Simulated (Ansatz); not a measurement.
# Converging the plane-wave cutoff for liquid 96GeO2-4CaO (mol %) at 2500 K in a Python loop

How do energy, forces and time move with the plane-wave cutoff?

Calculated with Ansatz 0.2.0; Kohn-Sham DFT, PBE, PAW, plane waves.

## (1) Starting point

The cell holds 71 atoms: 23 Ge, 1 Ca and 47 O. Cell: a = 10.367 Å, b = 10.367 Å, c = 10.367 Å, α = 90.0°, β = 90.0°, γ = 90.0°. 71 atoms (23 Ge, 1 Ca, 47 O) placed at random at 3.67 g/cm^3, melted at 4000 K for 10 ps at fixed volume with the Morse and Coulomb pair potential with partial charges (Pedone, Malavasi, Menziani, Cormack and Segre, J. Phys. Chem. B 110, 11780 (2006)). Snapshot at the end of a hold of 10 ps at 2500 K and fixed volume.

## (2) The script

The structure comes from a classical simulation and is read from a file. The cell is 10.3 Å or more across in its periodic directions, and the Γ point alone is taken as a first sampling. Occupations are fixed because a gap is expected. The highest cutoff serves as the reference; forces are the test that matters for later relaxations, while absolute energies converge more slowly and partly cancel in differences.

cell.xyz

```xyz
71
Lattice="10.3670 0.0000 0.0000 0.0000 10.3670 0.0000 0.0000 0.0000 10.3670" Properties=species:S:1:pos:R:3 pbc="T T T"
Ge    6.1125    7.1966    6.5907
Ge    5.1853    6.0673    3.9218
Ge    0.5761    2.0799    0.2824
Ge    8.0733    0.8730    4.3641
Ge    5.6060    1.2778    2.4564
Ge    0.3937    8.3207    7.9166
Ge    3.0403    4.2813    9.8728
Ge    4.3452    4.3191    6.8597
Ge    2.1150    7.3496    0.6439
Ge    4.5674    9.8725    7.4394
Ge    9.5331    6.1342    1.1791
Ge    3.3683   10.2206    0.1803
Ge    6.3215    4.3470    1.0224
Ge    8.5433    0.2614    8.8933
Ge    2.9410    9.6231    4.7412
Ge    6.4931    1.7699    7.0622
Ge    4.5225    8.5978    2.2526
Ge    7.3050    7.9666    0.3816
Ge    3.1686    2.7551    4.4554
Ge    9.7214    5.7622    6.0769
Ge    8.3626    5.5592    8.6920
Ge   10.1442    3.6427    3.3303
Ge   10.1244    8.4937    4.7430
Ca    1.0707    3.5000    7.1750
O     2.6547    5.8341    0.3187
O     7.6279    9.5459   10.1179
O     4.0694   10.3653    9.0430
O     0.1600    4.6270    5.2648
O     1.8742    3.4350    3.7201
O     4.4718    0.4821    1.3754
O     6.0252    3.3304    7.4009
O     6.5283    7.0043    5.0765
O     7.9911    0.8254    6.2373
O     7.0806    1.0026    8.4858
O     1.8389    3.2350    9.7755
O     4.1288    7.1286    3.1095
O     5.2276    5.7039    6.7182
O     3.3609    9.4328    6.3876
O     6.3198    2.5439    1.5446
O     1.9206    8.3548    9.1849
O     1.6447    8.6689    4.1770
O     4.2721    9.3031    3.8522
O     7.1174    7.0165    9.4262
O     3.1125    8.5129    1.1225
O     9.7596    9.3060    8.6865
O     5.1998    0.8756    6.6027
O     8.8283    2.3969    4.0825
O     6.0828    5.2546    2.5554
O     9.5933    6.9342    4.8893
O     4.6790    4.3135    0.1739
O     3.4621    4.8000    8.1223
O     4.7390    2.0140    3.7303
O     0.1768    2.7085    1.6046
O     5.5064    8.5477    7.2978
O     4.2996    4.5436    4.5587
O     7.3316    4.4380    9.9515
O     9.0717    4.4241    7.5017
O     3.2631    3.2244    6.1350
O     2.6779    1.0007    4.5492
O     5.8345    8.2390    1.2992
O     0.1051    8.9319    6.2362
O     8.3415    6.6864    7.3778
O     6.9100    0.3807    3.2267
O     0.6861    7.2919    1.6212
O     9.5797    1.7649    9.5064
O     9.6251    5.8576    9.9316
O     9.4100    4.8916    2.2864
O     8.5335    7.4416    1.3496
O     1.6067    0.6827    0.3000
O     0.6916    6.5128    7.2150
O     9.0041    9.8344    4.0678
```

scan.py

```python
import time
import warnings
import numpy as np
from ase.io import read
import ansatz as az

warnings.simplefilter("ignore", az.DeckWarning)
atoms = read("cell.xyz")
print("formula", atoms.get_chemical_formula(mode="reduce") if len(atoms) < 20 else atoms.get_chemical_formula())
print("cell (A, deg)", np.round(atoms.cell.cellpar(), 3))

base = (
    az.Crystal.from_ase(atoms)
    .calculation()
    .functional("pbe")
    .kpoints(1, 1, 1)
    .occupations("fixed")
    .forces()
    .band_table()
)

def gap_of(report):
    e = np.concatenate(report["eigenvalues_ev"]); f = np.concatenate(report["occupations"])
    f = f / f.max()  # a half-filled level counts on both sides, so the gap is then zero
    return e[f > 0.3].max(), e[f < 0.7].min()

rows = []
for cutoff in [200, 250, 300, 350, 420, 500, 600]:
    start = time.time()
    try:
        r = base.basis(cutoff).run(threads=4).report
    except az.AnsatzError as error:
        print(cutoff, 'failed:', str(error)[:110])
        continue
    homo, lumo = gap_of(r)
    rows.append((cutoff, r['free_energy_ev'] / len(atoms), np.array(r['forces_ev_ang']), max(lumo - homo, 0), np.nan, r['n_iterations'], time.time() - start))
    print(cutoff, f"F = {r['free_energy_ev']:.4f} eV, {r['n_iterations']} iterations, {time.time() - start:.0f} s", flush=True)

ref = rows[-1]
scale = np.sqrt(np.mean(ref[2] ** 2))
print(f"r.m.s. force of the reference: {scale:.3f} eV/A")
print("  cutoff  dE (meV/atom)  dF rms (meV/A)  dF (%)  gap (eV)  iter  time (s)")
for name, e, f, gap, p, n, t in rows:
    df = np.sqrt(np.mean((f - ref[2]) ** 2))
    print(f"{str(name):>8s} {1000 * (e - ref[1]):14.2f} {1000 * df:15.2f} {100 * df / scale:7.2f} {gap:9.3f} {n:5d} {t:9.1f}")
```

Started as:

```
python scan.py
```

Log:

```text
formula CaGe23O47
cell (A, deg) [10.367 10.367 10.367 90.    90.    90.   ]
200 F = -126717.4054 eV, 15 iterations, 15 s
250 F = -127115.3920 eV, 12 iterations, 14 s
300 F = -127214.0561 eV, 10 iterations, 16 s
350 F = -127233.9835 eV, 11 iterations, 20 s
420 F = -127238.1856 eV, 11 iterations, 26 s
500 F = -127238.4807 eV, 11 iterations, 32 s
600 F = -127238.5293 eV, 11 iterations, 45 s
r.m.s. force of the reference: 2.734 eV/A
  cutoff  dE (meV/atom)  dF rms (meV/A)  dF (%)  gap (eV)  iter  time (s)
     200        7339.77          760.04   27.80     0.032    15      15.4
     250        1734.33          316.72   11.58     0.263    12      14.4
     300         344.69           87.02    3.18     0.348    10      15.9
     350          64.03           21.23    0.78     0.369    11      20.0
     420           4.84            1.99    0.07     0.376    11      26.0
     500           0.68            0.87    0.03     0.378    11      31.6
     600           0.00            0.00    0.00     0.378    11      44.6
```

Run time: 2.8 min. Hardware: 4 threads of Arm Neoverse N1, shared host; peak memory 2.4 GiB.

## (3) Outcome

```
reference run                           : 600, 45 s
r.m.s. force component of the reference : 2.73 eV/Å
largest r.m.s. force difference         : 760 meV/Å (200)
smallest r.m.s. force difference        : 0.872 meV/Å (500)
energy differences                      : 0.685 to 7340 meV/atom
gap on the mesh                         : 0.0318 eV (200) to 0.378 eV (600)
```

**Reading.** The cheapest setting whose forces lie within 1 % of the reference is 350 eV, at 0.45 times the reference's time; that is still 21 meV/Å, since the forces here are large, and too much for a tight relaxation. The cell is far from relaxed, so 1 % of its forces is a lenient mark. Local and semilocal functionals put gaps too low. In a disordered, unrelaxed cell the gap can be set by levels on strained bonds. Spin–orbit coupling is left out, and it can shift gaps where Ge states form a band edge. Notices that the program raised in these runs, those on memory apart (the script silences some of them): cutoff below recommended. The cell is one small sample, a snapshot of a classical melt.

[Logs are printed without paths, hosts, clocks, repeated set-up lines and the standing remarks that a program may print on its own settings, such as how far it seeks lower states.]

[Hosts, paths, dates, database ids (printed as entryN), source tags and the programs' standing remarks are cut or masked in the printed files.]

[Scripts of this kind were picked in part by their result: those with far moves, changed bonds, near-zero gaps or large misses at database cells are mostly left out.]
